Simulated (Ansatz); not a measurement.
# C3N4 (P-43m): from the cell to its phonons

How does C3N4 (P-43m) vibrate, and is this structure a minimum?

Method: DFT PBEsol, scalar-relativistic, plane waves, PAW, in Ansatz 0.2.0.

**1. The structure**

Symmetry: P-43m, No. 215, cubic system. Conventional cell: a = 3.457 Å, b = 3.457 Å, c = 3.457 Å, α = 90.00°, β = 90.00°, γ = 90.00°. Nearest to C lie 4 N at 1.49 Å. N has 3 C at 1.49 Å nearest. Farther neighbours and most contacts between anions are not listed.

Coordinates:

```
C N
1.0
     3.45676    0.00000    0.00000
     0.00000    3.45676    0.00000
     0.00000    0.00000    3.45676
C N
3 4
Cartesian
  0.0000 0.0000 1.7284
  1.7284 0.0000 0.0000
  0.0000 1.7284 0.0000
  0.8493 0.8493 2.6075
  2.6075 2.6075 2.6075
  0.8493 2.6075 0.8493
  2.6075 0.8493 0.8493
```

**2. Coarse relaxation**

The start is far from rest, so a relaxation with loose tolerances brings it close first.

input.yaml reads:

```yaml
crystal:
  lattice:
    - [3.456765, 0.0, 0.0]
    - [0.0, 3.456765, 0.0]
    - [0.0, 0.0, 3.456765]
  atoms:
    - { symbol: C, position: [0.0, 0.0, 0.5] }
    - { symbol: C, position: [0.5, 0.0, 0.0] }
    - { symbol: C, position: [0.0, 0.5, 0.0] }
    - { symbol: "N", position: [0.245687, 0.245687, 0.754313] }
    - { symbol: "N", position: [0.754313, 0.754313, 0.754313] }
    - { symbol: "N", position: [0.245687, 0.754313, 0.245687] }
    - { symbol: "N", position: [0.754313, 0.245687, 0.245687] }
kpoints:
  mp_grid: { grid: [6, 6, 6] }
hamiltonian:
  xc: pbesol
scf:
  occupations: { method: gaussian, width: 0.1 }
output:
  forces: true
  stress: true
  eigenvalues: true
relax:
  adjacent_minimum: "off"
  f_tol: 0.05
  max_steps: 80
  cell: { stress_tol: 0.5 }
```

Started as:

```bash
> ansatz run input.yaml --threads 4 --pin off --max-ram 7168MiB --backend cpu --events-out ev --progress --plain --runs-dir out
```

Numbers of over 12 decimals in the logs are rounded to 6 here.

The log of the run:

```text
The last accepted step is kept in <dir> (removed where the run ends without a failure and the disk answers)
Engine: ansatz 0.2.0, aarch64-unknown-linux-gnu
Pseudopotentials: kind: paw
Pseudopotential: C, paw, valence charge 4, recommended cutoff 420 eV (normal), C.paw.azcp
Pseudopotential: N, paw, valence charge 5, recommended cutoff 420 eV (normal), N.paw.azcp
Functional definition: PBEsol
  exchange = pbesol_x
[...]
cell:  # Å, volume = 40.3554 Å³
    - [3.430052, 0, 0]
    - [0, 3.430052, 0]
    - [0, 0, 3.430052]
  atoms:
    - { symbol: C, position: [0, 0, 0.5] }
    - { symbol: C, position: [0.5, 0, 0] }
    - { symbol: C, position: [0, 0.5, 0] }
    - { symbol: N, position: [0.246028, 0.246028, 0.753972] }
    - { symbol: N, position: [0.753972, 0.753972, 0.753972] }
    - { symbol: N, position: [0.246028, 0.753972, 0.246028] }
    - { symbol: N, position: [0.753972, 0.246028, 0.246028] }
[key lines of the parts left out:]
SCF converged after 3 iterations
Free energy (F): -2250.568934 eV
Fermi energy:    14.571488 eV
P = ⅓ Tr σ = 0.0018 GPa (0.018 kbar)
```

Run time: 22 s. Hardware: 4 threads of Arm Neoverse N1, shared host; peak memory 0.33 GiB; 23 s of CPU time.

Relaxation path:

| step | energy less that of the first step (eV) | largest force component (eV/Å) | pressure (GPa) | volume (Å³) |
| --- | --- | --- | --- | --- |
| 1 | 0.0000 | 0.0369 | -9.28 | 41.31 |
| 2 | -0.0285 | 0.1358 | -2.90 | 40.61 |
| 3 | -0.0342 | 0.0325 | -0.26 | 40.39 |
| 4* | -0.0282 | 0.0330 | -0.52 | 40.39 |
| 5 | -0.0287 | 0.0002 | 0.01 | 40.36 |
| 6* | -0.0287 | 0.0002 | 0.00 | 40.36 |

Relaxation steps marked * repeat the geometry before them on a plane-wave basis chosen anew for their cell, so energy and pressure can jump there.

The run keeps the 24 symmetry operations that it works with, so distortions that break them were not tested.

| conventional cell, symmetrised | before | after | change |
| --- | --- | --- | --- |
| a (Å) | 3.457 | 3.430 | -0.8 % |
| b (Å) | 3.457 | 3.430 | -0.8 % |
| c (Å) | 3.457 | 3.430 | -0.8 % |
| volume (Å³/atom) | 5.90 | 5.77 | -2.3 % |

Final coordinates:

```
C N
1.0
     3.43005    0.00000    0.00000
     0.00000    3.43005    0.00000
     0.00000    0.00000    3.43005
C N
3 4
Direct
  0.00000 0.00000 0.50000
  0.50000 0.00000 0.00000
  0.00000 0.50000 0.00000
  0.24603 0.24603 0.75397
  0.75397 0.75397 0.75397
  0.24603 0.75397 0.24603
  0.75397 0.24603 0.24603
```

A gap read on the k-mesh alone can miss the band edges.

This step gave:

* pressure: 0.001795 GPa
* gap on the k-mesh: 2.438 eV
* volume per atom: 5.765 Å³
* direct gap on mesh: 2.438 eV

In this step the volume went from 5.90 to 5.77 Å³/atom.

**3. Bringing the structure to rest**

The cell and atoms are relaxed, since residual forces and stress would shift the frequencies.

input.yaml reads:

```yaml
crystal:
  lattice:
    - [3.4300519579, 0.0, 0.0]
    - [0.0, 3.4300519579, 0.0]
    - [0.0, 0.0, 3.4300519579]
  atoms:
    - { symbol: C, position: [0.0, 0.0, 0.5] }
    - { symbol: C, position: [0.5, 0.0, 0.0] }
    - { symbol: C, position: [0.0, 0.5, 0.0] }
    - { symbol: "N", position: [0.2460281646, 0.2460281646, 0.7539718354] }
    - { symbol: "N", position: [0.7539718354, 0.7539718354, 0.7539718354] }
    - { symbol: "N", position: [0.2460281646, 0.7539718354, 0.2460281646] }
    - { symbol: "N", position: [0.7539718354, 0.2460281646, 0.2460281646] }
kpoints:
  mp_grid: { grid: [8, 8, 8] }
hamiltonian:
  xc: pbesol
scf:
  occupations: { method: gaussian, width: 0.02 }
output:
  forces: true
  stress: true
  eigenvalues: true
relax:
  adjacent_minimum: "off"
  f_tol: 0.005
  max_steps: 80
  cell: { stress_tol: 0.05 }
```

The log of the run:

```text
[...]
Crystal: 7 atoms, lattice volume = 40.355 Å³
Basis set: ecut = 420 eV, 751 PW (Γ), exchange–correlation on 48×48×48 points (8 copies of the dense FFT grid, shifted against one another)
Bands: 23, of which v1, the nominal top of the filled ones, is band 16 counted from 1 (15 counted from 0)
Symmetry: 24 space group operations
[...]
k-points: 35 of 512 (time reversal used)
[...]
- [0.0, 3.4300519579, 0.0]
    - [0.0, 0.0, 3.4300519579]
  atoms:
    - { symbol: C, position: [0.0, 0.0, 0.5] }
    - { symbol: C, position: [0.5, 0.0, 0.0] }
    - { symbol: C, position: [0.0, 0.5, 0.0] }
    - { symbol: N, position: [0.2460281646, 0.2460281646, 0.7539718354] }
    - { symbol: N, position: [0.7539718354, 0.7539718354, 0.7539718354] }
    - { symbol: N, position: [0.2460281646, 0.7539718354, 0.2460281646] }
    - { symbol: N, position: [0.7539718354, 0.2460281646, 0.2460281646] }
[key lines of the parts left out:]
SCF converged after 5 iterations
Free energy (F): -2250.568318 eV
Fermi energy:    14.571433 eV
P = ⅓ Tr σ = -0.0189 GPa (-0.189 kbar)
```

The job ended after 10 s (4 threads; peak memory 0.36 GiB).

Little changed from the start: no atom moved by 0.005 Å and no cell edge by 0.1 %.

Numbers from this step:

| Property | Result |
| --- | --- |
| pressure | -0.01892 GPa |

In this step the volume went from 5.77 to 5.77 Å³/atom.

**4. Tight relaxation**

Phonons need a cell at rest on their own settings, so the relaxation is repeated with tight tolerances on forces and stress on the k mesh and occupations of the first response run.

input.yaml, as its differences from that of step 3:

```diff
@@ -18,3 +18,3 @@
 scf:
-  occupations: { method: gaussian, width: 0.02 }
+  occupations: { method: fixed }
 output:
@@ -25,4 +25,4 @@
   adjacent_minimum: "off"
-  f_tol: 0.005
-  max_steps: 80
-  cell: { stress_tol: 0.05 }
+  f_tol: 0.001
+  max_steps: 60
+  cell: { stress_tol: 0.01 }
```

The log of the run:

```text
[...]
Crystal: 7 atoms, lattice volume = 40.355 Å³
Basis set: ecut = 420 eV, 751 PW (Γ), exchange–correlation on 48×48×48 points (8 copies of the dense FFT grid, shifted against one another)
Bands: 23, of which v1, the nominal top of the filled ones, is band 16 counted from 1 (15 counted from 0)
Symmetry: 24 space group operations
[...]
k-points: 35 of 512 (time reversal used)
[...]
cell:  # Å, volume = 40.3539 Å³
    - [3.430010, 0, 0]
    - [0, 3.430010, 0]
    - [0, 0, 3.430010]
  atoms:
    - { symbol: C, position: [0, 0, 0.5] }
    - { symbol: C, position: [0.5, 0, 0] }
    - { symbol: C, position: [0, 0.5, 0] }
    - { symbol: N, position: [0.246031, 0.246031, 0.753969] }
    - { symbol: N, position: [0.753969, 0.753969, 0.753969] }
    - { symbol: N, position: [0.246031, 0.753969, 0.246031] }
    - { symbol: N, position: [0.753969, 0.246031, 0.246031] }
[key lines of the parts left out:]
SCF converged after 6 iterations
Free energy (F): -2250.568330 eV
Fermi energy:    13.353233 eV
P = ⅓ Tr σ = -0.0053 GPa (-0.053 kbar)
```

Run time: 16 s. Hardware: 4 threads; peak memory 0.36 GiB.

Little changed from the start: no atom moved by 0.005 Å and no cell edge by 0.1 %.

Numbers from this step:

| Quantity | Value |
| --- | --- |
| pressure | -0.005281 GPa |

The largest force component left is 0.25 meV/Å and the pressure is -0.005 GPa, within the tolerances set. The cell now holds 5.76 Å³/atom.

(Part 1 of 2 ends here.)

[Logs are printed without paths, hosts, clocks, repeated set-up lines and the standing remarks that a program may print on its own settings, such as how far it seeks lower states.]

[Hosts, paths, dates, database ids (printed as entryN), source tags and the programs' standing remarks are cut or masked in the printed files.]
